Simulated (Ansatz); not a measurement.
# MgAu (Pm-3m): phonons and vibrational spectra

Task: relax MgAu (Pm-3m), then find its harmonic phonons.

Main program and level: Ansatz 0.2.0; DFT PBEsol, scalar-relativistic, plane waves, PAW.

The database entry behind the starting cell differs from later determinations by our own check (0.1 to 0.3 % short, probably kX units), so it need not match the best structure at ambient conditions.

## (1) Starting point

Symmetry: Pm-3m, No. 221, cubic system. Conventional cell: a = 3.259 Å, b = 3.259 Å, c = 3.259 Å, α = 90.00°, β = 90.00°, γ = 90.00°. Mg has 8 Au at 2.82 Å nearest. Nearest to Au lie 8 Mg at 2.82 Å. Farther neighbours are not listed.

As a file:

```cif
data_structure
_symmetry_space_group_name_H-M 'P 1'
_symmetry_Int_Tables_number 1
_cell_length_a 3.2590
_cell_length_b 3.2590
_cell_length_c 3.2590
_cell_angle_alpha 90.000
_cell_angle_beta 90.000
_cell_angle_gamma 90.000
_cell_volume 34.61
loop_
_atom_site_label
_atom_site_type_symbol
_atom_site_fract_x
_atom_site_fract_y
_atom_site_fract_z
_atom_site_occupancy
Mg1 Mg 0.50000 0.50000 0.50000 1
Au2 Au 0.00000 0.00000 0.00000 1
```

## (2) Relaxation

Harmonic phonons are second derivatives at a point where the forces vanish, and they are wanted at zero stress, so atoms and cell are relaxed first.

Contents of input.yaml:

```yaml
crystal:
  lattice:
    - [3.259, 0.0, 0.0]
    - [0.0, 3.259, 0.0]
    - [0.0, 0.0, 3.259]
  atoms:
    - { symbol: Mg, position: [0.5, 0.5, 0.5] }
    - { symbol: Au, position: [0.0, 0.0, 0.0] }
kpoints:
  mp_grid: { grid: [12, 12, 12] }
hamiltonian:
  xc: pbesol
scf:
  occupations: { method: gaussian, width: 0.1 }
output:
  forces: true
  stress: true
  eigenvalues: true
relax:
  adjacent_minimum: "off"
  f_tol: 0.005
  max_steps: 80
  cell: { stress_tol: 0.05 }
```

Launch:

```
ansatz run input.yaml --threads 4 --pin off --max-ram 7168MiB --backend cpu --events-out ev --progress --plain --runs-dir out
```

Numbers of over 12 decimals in the logs are rounded to 6 here.

The log of the run:

```text
Engine: ansatz 0.2.0, aarch64-unknown-linux-gnu
Pseudopotentials: kind: paw
Pseudopotential: Mg, paw, valence charge 10, recommended cutoff 420 eV (normal), Mg.paw.azcp
Pseudopotential: Au, paw, valence charge 19, recommended cutoff 420 eV (normal), Au.paw.azcp
Functional definition: PBEsol
  exchange = pbesol_x
  correlation = pbesol_c
Crystal: 2 atoms, lattice volume = 34.614 Å³
Basis set: ecut = 420 eV, 691 PW (Γ), exchange–correlation on 48×48×48 points (8 copies of the dense FFT grid, shifted against one another)
Bands: 19, of which v1, the nominal top of the filled ones, is band 15 counted from 1 (14 counted from 0)
Symmetry: 48 space group operations
Space group: Pm-3m (ITA 221), of the structure as read, at distance tolerance 3.3e-5 Å
k-points: 84 of 1728
Non-local potential: Mg, projectors of the file, l = 0: 3, l = 1: 2, l = 2: 1
Non-local potential: Au, projectors of the file, l = 0: 3, l = 1: 2, l = 2: 2, l = 3: 1
PAW form: soft (Blöchl's): semilocal exchange-correlation on the pseudo side does not see the compensation charge
PAW frozen core: Mg, regenerated for the run's functional, and the local potential with it (the file was generated under x = pbe(κ = 0.804, μ = 0.219515), c = pbe(β = 0.066725))
PAW frozen core: Au, regenerated for the run's functional, and the local potential with it (the file was generated under x = pbe(κ = 0.804, μ = 0.219515), c = pbe(β = 0.066725))
PAW one-centre angular grid: Mg, 110 points (default); XC on 64 Gauss nodes
PAW one-centre angular grid: Au, 590 points (default); XC on 64 Gauss nodes
Initial density: superposition of atomic densities (neutral atoms: chi_scale 0, normalization atom), corrected by the library's trained network
Initial wavefunctions: pseudopotential atomic-orbital guess
Functional: x = pbesol(κ = 0.804, μ = 0.123457), c = pbesol(β = 0.046)
SCF iter   1: F=—  HF=-14920.347088 eV  |F-HF|=—  |Δ(HF+E_count)|=         —  Δρ=3.60e-3  dr2=3.15e-3  ethr=1.77e-3  ⟨swp⟩=4.9  Hψ=6703  notcnv=0
preconditioner: auto → none  [metal: Δε(μ)=0.077 eV  Ē_g=10.906 eV  σ=0.100 eV  W_gap=0.41  n_scr=6 (ndim 8)  ℏωp=22.8 eV  f_vac=0.000  D(μ)=0.69/eV (n_scr^D=0)  sad-step TF]
SCF iter   2: F=—  HF=-14920.346814 eV  |F-HF|=—  |Δ(HF+E_count)|=   2.74e-4  Δρ=1.52e-3  dr2=5.71e-4  ethr=1.09e-5  ⟨swp⟩=2.8  Hψ=3269  notcnv=0
SCF iter   3: F=—  HF=-14920.346575 eV  |F-HF|=—  |Δ(HF+E_count)|=   2.39e-4  Δρ=4.57e-4  dr2=6.87e-5  ethr=1.97e-6  ⟨swp⟩=2.0  Hψ=2428  notcnv=0
SCF iter   4: F=—  HF=-14920.346529 eV  |F-HF|=—  |Δ(HF+E_count)|=   4.57e-5  Δρ=2.45e-4  dr2=2.58e-5  ethr=2.37e-7  ⟨swp⟩=2.0  Hψ=2099  notcnv=0
SCF iter   5: F=—  HF=-14920.346523 eV  |F-HF|=—  |Δ(HF+E_count)|=   5.77e-6  Δρ=9.04e-5  dr2=3.39e-6  ethr=8.89e-8  ⟨swp⟩=2.1  Hψ=1999  notcnv=0
SCF iter   6: F=-14920.346522 eV  HF=-14920.346522 eV  |F-HF|=5.22e-8  |Δ(HF+E_count)|=   7.77e-7  Δρ=1.21e-5  dr2=6.36e-8  ethr=3.45e-10  ⟨swp⟩=4.9  Hψ=6984  notcnv=0
SCF 1 converged in 6 iterations: F = -14920.346522 eV  dr2 = 6.36e-8
  greatest PAW one-centre occupation: 1.001 electrons in one spin orbital (limit 2), on the Au atom at site 1 (counted from 0), in its partial waves of l = 0
relax step   1: F+E_penalty+E_count = -14920.34652244 eV  Δ(F+E_penalty+E_count) = +0.000e0 eV  max|allowed force component| = 2.399e-29 eV/Å  Δτ_max = 0.0000 Å  P = -0.032 GPa  Ω = 34.614 Å³  (6 SCF iters, dr2 threshold 1.00e-7 eV, accepted)
Initial density: handed on by an earlier stage of this run
Initial wavefunctions: pseudopotential atomic-orbital guess (no wavefunctions were taken with the density)
iter 1 solved again at ethr=2.44e-9 eV; its pass at ethr=3.10e-3 eV (dr2=7.09e-7 eV) is discarded
SCF iter   1: F=—  HF=-14920.346552 eV  |F-HF|=—  |Δ(HF+E_count)|=         —  Δρ=1.20e-5  dr2=6.24e-8  ethr=2.44e-9  ⟨swp⟩=4.3  Hψ=12282  notcnv=0
preconditioner: auto → none  [metal: Δε(μ)=0.068 eV  Ē_g=10.918 eV  σ=0.100 eV  W_gap=0.37  n_scr=6 (ndim 8)  ℏωp=22.8 eV  f_vac=0.000  D(μ)=0.69/eV (n_scr^D=0)]
SCF iter   2: F=—  HF=-14920.346522 eV  |F-HF|=—  |Δ(HF+E_count)|=   3.00e-5  Δρ=7.06e-6  dr2=2.14e-8  ethr=2.15e-10  ⟨swp⟩=2.0  Hψ=2644  notcnv=0
SCF iter   3: F=—  HF=-14920.346522 eV  |F-HF|=—  |Δ(HF+E_count)|=   5.62e-9  Δρ=1.62e-6  dr2=4.46e-10  ethr=7.40e-11  ⟨swp⟩=2.0  Hψ=2085  notcnv=0
SCF iter   4: F=-14920.346522 eV  HF=-14920.346522 eV  |F-HF|=0.00e0  |Δ(HF+E_count)|=  4.73e-10  Δρ=1.84e-7  dr2=5.54e-12  ethr=1.00e-12  ⟨swp⟩=4.2  Hψ=7605  notcnv=0
SCF 2 converged in 4 iterations: F = -14920.346522 eV  dr2 = 5.54e-12
relax step   2: F+E_penalty+E_count = -14920.34652248 eV  Δ(F+E_penalty+E_count) = -3.771e-8 eV  max|allowed force component| = 1.505e-29 eV/Å  Δτ_max = 0.0000 Å  P = -0.032 GPa  Ω = 34.614 Å³  stress off target by 3.17e-2 GPa  SCF on the basis re-selected at this cell (its energy is not comparable with the rows above)  (4 SCF iters)
basis re-selected at this cell: Δ(F+E_penalty+E_count) = -3.771e-8 eV, ΔP = +0.000 GPa vs the last step (what re-selecting the basis moved, of the pressure what is left beyond the Pulay correction that the steps carried, after the strain that the cell walked since its last selection, with what the two solves' SCF thresholds leave and, on support functions, any second-order correction that the steps lacked; it is no m [...]
SCF converged after 4 iterations
Free energy (F): -14920.346522 eV
Harris-Foulkes:  -14920.346522 eV  (|F-HF|=0.00e0)
Internal energy: -14920.343071 eV  (E = F + TS)
E sigma→0 (E₀):  -14920.344797 eV
Entropy (-TS):   -0.003452 eV (-1.726 meV/atom)
Fermi energy:    14.171626 eV
--- Per-component energies (eV) ---
  E_band       = -609.068388
  E_kinetic    = 681.914392
  E_local      = -3457.407061  (includes V_loc(G=0)·N_el)
  E_nonlocal   = 171.127890
  E_hartree    = 1349.113948
  E_xc         = -256.738435
  E_vxc        = -313.749380  (∫ρ·V_xc dr)
  E_paw        = -9845.861062  (= ΣΔE_a)
  E_vpaw       = -389.183359  (= ΣTr[D̂ρ^β])
  E_aug_tail   = 0.001369  (compensation charges beyond the density's cutoff)
  E_ewald      = -3562.862453
  E_core_change = 0.368341  (= ΣΔE_core)
  E_smearing   = -0.003452  (= −TS)
  E_closure    = 0.000000  (closes the sum)
  Σ components = -14920.346522   (vs F -14920.346522, Δ=0.00e0)
--- Forces (eV/Å), atoms counted from 1 ---
  atom   1  Mg     0.00000000    -0.00000000    -0.00000000
  atom   2  Au    -0.00000000     0.00000000     0.00000000
  max |Σ_I F_I| component: 2.88e-29 eV/Å
--- Stress (GPa, compression-positive) ---
       -0.031665      -0.000000      -0.000000
       -0.000000      -0.031665       0.000000
        0.000000       0.000000      -0.031665
  P = ⅓ Tr σ = -0.0317 GPa (-0.317 kbar)
--- Band table (eV; the first three rows and the last of 84) ---
  k-point 0: bands = [... 11 lower, 10.2048, 10.2048, 10.2048, 19.6328, 19.6328, 19.6328, 23.1536, 23.1536]
  k-point 1: bands = [... 11 lower, 10.1517, 10.1517, 10.2107, 18.6872, 19.7859, 19.7859, 23.0523, 23.6180]
  k-point 2: bands = [... 11 lower, 10.0117, 10.0117, 10.2269, 16.9881, 20.2212, 20.2212, 22.7785, 23.9773]
  k-point 83: bands = [... 11 lower, 10.9791, 10.9791, 16.1878, 16.1878, 16.1878, 16.7815, 19.0668, 20.3077]
--- Relaxed structure (1 steps of the walk, 1 accepted, 1 SCFs on fresh bases) ---
  F+E_penalty+E_count = -14920.34652248 eV   max|allowed force component| = 1.505e-29 eV/Å   (the final SCF, on the basis selected at the relaxed cell)
  cell:  # Å, volume = 34.6141 Å³
    - [3.259, 0.0, 0.0]
    - [0.0, 3.259, 0.0]
    - [0.0, 0.0, 3.259]
  atoms:
    - { symbol: Mg, position: [0.5, 0.5, 0.5] }
    - { symbol: Au, position: [0.0, 0.0, 0.0] }
```

The job ended after 2 s (4 threads of Arm Neoverse V1, shared host; peak memory 0.35 GiB).

Little changed from the start: no atom moved by 0.005 Å and no cell edge by 0.1 %.

Numbers from this step:

```yaml
pressure: -0.03166 GPa
volume_per_atom: 17.31 Å³
gap_on_the_k_mesh: 0 eV
```

In this step the volume went from 17.31 to 17.31 Å³/atom.

## (3) Relaxing to small forces for the phonons

Phonons need a cell at rest on their own settings, so the relaxation is repeated with tight tolerances on forces and stress, using the mesh and the filling of the phonon run that follows.

input.yaml, the sections that differ from step 2:

```yaml
scf:
  occupations: { method: methfessel_paxton, width: 0.15 }
relax:
  adjacent_minimum: "off"
  f_tol: 0.001
  max_steps: 60
  cell: { stress_tol: 0.01 }
# crystal, kpoints, hamiltonian, output: as in step 2
```

The log of the run:

```text
[...]
Crystal: 2 atoms, lattice volume = 34.614 Å³
Basis set: ecut = 420 eV, 691 PW (Γ), exchange–correlation on 48×48×48 points (8 copies of the dense FFT grid, shifted against one another)
Bands: 19, of which v1, the nominal top of the filled ones, is band 15 counted from 1 (14 counted from 0)
Symmetry: 48 space group operations
[...]
k-points: 84 of 1728
[...]
k-point 83: bands = [... 11 lower, 10.9844, 10.9844, 16.1927, 16.1927, 16.1927, 16.7884, 19.0734, 20.3145]
--- Relaxed structure (3 steps of the walk, 3 accepted, 1 SCFs on fresh bases) ---
[...]
cell:  # Å, volume = 34.6045 Å³
    - [3.258698, 0, 0.0]
    - [0, 3.258698, 0]
    - [0.0, 0, 3.258698]
  atoms:
    - { symbol: Mg, position: [0.5, 0.5, 0.5] }
    - { symbol: Au, position: [0, 0, 0] }
[key lines of the parts left out:]
SCF converged after 5 iterations
Free energy (F): -14920.345029 eV
Fermi energy:    14.173003 eV
P = ⅓ Tr σ = 0.0002 GPa (0.002 kbar)
```

It took 3.5 s on 4 threads; peak memory 0.35 GiB; 12 s of CPU time.

Little changed from the start: no atom moved by 0.005 Å and no cell edge by 0.1 %.

This step gave:

```yaml
pressure: 1.60e-4 GPa
volume_per_atom: 17.30 Å³
```

The forces vanish by symmetry and the pressure is 0.000 GPa, within the tolerances set. The cell now holds 17.30 Å³/atom.

## (4) Linear response at the zone centre

The zone centre comes first: it holds the modes that light can see, as far as symmetry allows. No field response is asked, since the mesh shows no gap.

input.yaml, the sections that differ from step 3:

```yaml
crystal:
  lattice:
    - [3.2586978405, 0.0, 0.0]
    - [0.0, 3.2586978405, 0.0]
    - [0.0, 0.0, 3.2586978405]
  atoms:
    - { symbol: Mg, position: [0.5, 0.5, 0.5] }
    - { symbol: Au, position: [0.0, 0.0, 0.0] }
output:
  eigenvalues: true
phonons:
  method: dfpt
# kpoints, hamiltonian, scf: as in step 3
# relax: removed
```

The log of the run:

```text
[...]
Crystal: 2 atoms, lattice volume = 34.604 Å³
Basis set: ecut = 420 eV, 691 PW (Γ), exchange–correlation on 48×48×48 points (8 copies of the dense FFT grid, shifted against one another)
Bands: 19, of which v1, the nominal top of the filled ones, is band 15 counted from 1 (14 counted from 0)
Symmetry: 48 space group operations
k-points: 196 of 1728 (irreducible under 8 space group operations, time reversal used)
[...]
SCF iter   1: F=—  HF=-14920.345562 eV  |F-HF|=—  |Δ(HF+E_count)|=         —  Δρ=3.58e-3  dr2=3.10e-3  ethr=1.77e-3  ⟨swp⟩=4.9  Hψ=15233  notcnv=0
[...]
SCF iter   9: F=-14920.345029 eV  HF=-14920.345029 eV  |F-HF|=1.82e-12  |Δ(HF+E_count)|=  5.46e-12  S|Δr|=    0.00e0  Δρ=1.90e-8  dr2=5.10e-14  ethr=1.00e-12  ⟨swp⟩=5.9  Hψ=15120  notcnv=0
SCF 1 converged in 9 iterations: F = -14920.345029 eV  dr2 = 5.10e-14
[...]
DFPT response loops at Γ: preconditioner auto → Kerker (q_TF=auto, 2.649 Å⁻¹) (partly filled bands, converged f_vac=0.000); β = 1.00, the filter's whole step (`scf.mixing.beta` (0.50) is not read by the response loops under this deck's `scf.mixing.preconditioner`; to damp them name `kerker` or `kerker_dos`, under which they read `scf.mixing.beta`, and type it under 1.00, their step now; both keys bind the ground state too); Broyden in place of MSR1
SCF converged after 9 iterations
[...]
Free energy (F): -14920.345029 eV
[...]
Internal energy: -14920.344146 eV  (E = F + TS)
E sigma→0 (E₀):  -14920.344809 eV
Entropy (-TS):   -0.000883 eV (-0.441 meV/atom)
Fermi energy:    14.173003 eV
Step filling:    the computed levels leave a gap of 0.0000 eV = 0.0 smearing widths at the electron count; against every level under it full and every level over it empty, smearing changes F+E_penalty+E_count by -0.463 meV and its σ→0 estimate by -0.242 meV
[...]
--- Band table (eV; the first three rows and the last of 196) ---
  k-point 0: bands = [... 11 lower, 10.2097, 10.2097, 10.2097, 19.6387, 19.6387, 19.6387, 23.1599, 23.1599]
  k-point 1: bands = [... 11 lower, 10.1565, 10.1565, 10.2156, 18.6931, 19.7919, 19.7919, 23.0585, 23.6247]
  k-point 2: bands = [... 11 lower, 10.0165, 10.0165, 10.2318, 16.9938, 20.2272, 20.2272, 22.7845, 23.9846]
  k-point 195: bands = [... 11 lower, 10.9844, 10.9844, 16.1927, 16.1927, 16.1927, 16.7884, 19.0734, 20.3145]
--- Phonons (Γ-DFPT): 2 representative perturbations + reference, on 196 of 1728 k-points (Σ response iterations 7) ---
  k mesh reduced under 8 symmetry operations, with k and −k counted as one. Each operation leaves every solved perturbation unchanged. A smaller set is not used because it would not reduce the number of displacements times k-points to solve
  ASR residual: 9.849e-6 → 0.000e0 eV/Å²; symmetrization residual: 2.872e-6 eV/Å²
  ASR residual per site (eV/Å²): 9.85e-6 6.72e-6
  Γ frequencies (cm⁻¹): 0.00 0.00 0.00 204.86 204.86 204.86
  non-analytic LO–TO correction: not included (Born effective charges unavailable; polar crystals: no LO–TO splitting at Γ)
```

Run time: 9.7 s. Hardware: 4 threads; peak memory 0.6 GiB.

Numbers from this step:

```
sum-rule residual before enforcement                    : 9.85e-6 eV/Å²
point group                                             : m-3m
highest optical mode at the zone centre (no LO-TO term) : 204.9 cm⁻¹
lowest optical zone-centre mode                         : 204.9 cm⁻¹
```

Patterns of degenerate modes are one choice out of their space. Modes at Γ, with each element's share of the kinetic energy:

| mode | frequency (cm⁻¹) | symmetry | Mg % | Au % |
| --- | --- | --- | --- | --- |
| 1 | 0.0 | acoustic | 11 | 89 |
| 2 | 0.0 | acoustic | 11 | 89 |
| 3 | 0.0 | acoustic | 11 | 89 |
| 4 | 204.9 | T1u | 89 | 11 |
| 5 | 204.9 | T1u | 89 | 11 |
| 6 | 204.9 | T1u | 89 | 11 |

Displacements in mode 4 (204.9 cm⁻¹), the largest set to 1:
```
Mg1  0.00  1.00 -0.44
Au2  0.00 -0.12  0.05
```

Before it was imposed, the acoustic sum rule was missed by 9.8e-6 eV/Å². Small misses are needed for a sound result but don't prove that mesh and cutoff are converged. The lowest optical mode is real, 205 cm⁻¹.

[end of part 1 of 2]

[Logs are printed without paths, hosts, clocks, repeated set-up lines and the standing remarks that a program may print on its own settings, such as how far it seeks lower states.]

[Hosts, paths, dates, database ids (printed as entryN), source tags and the programs' standing remarks are cut or masked in the printed files.]
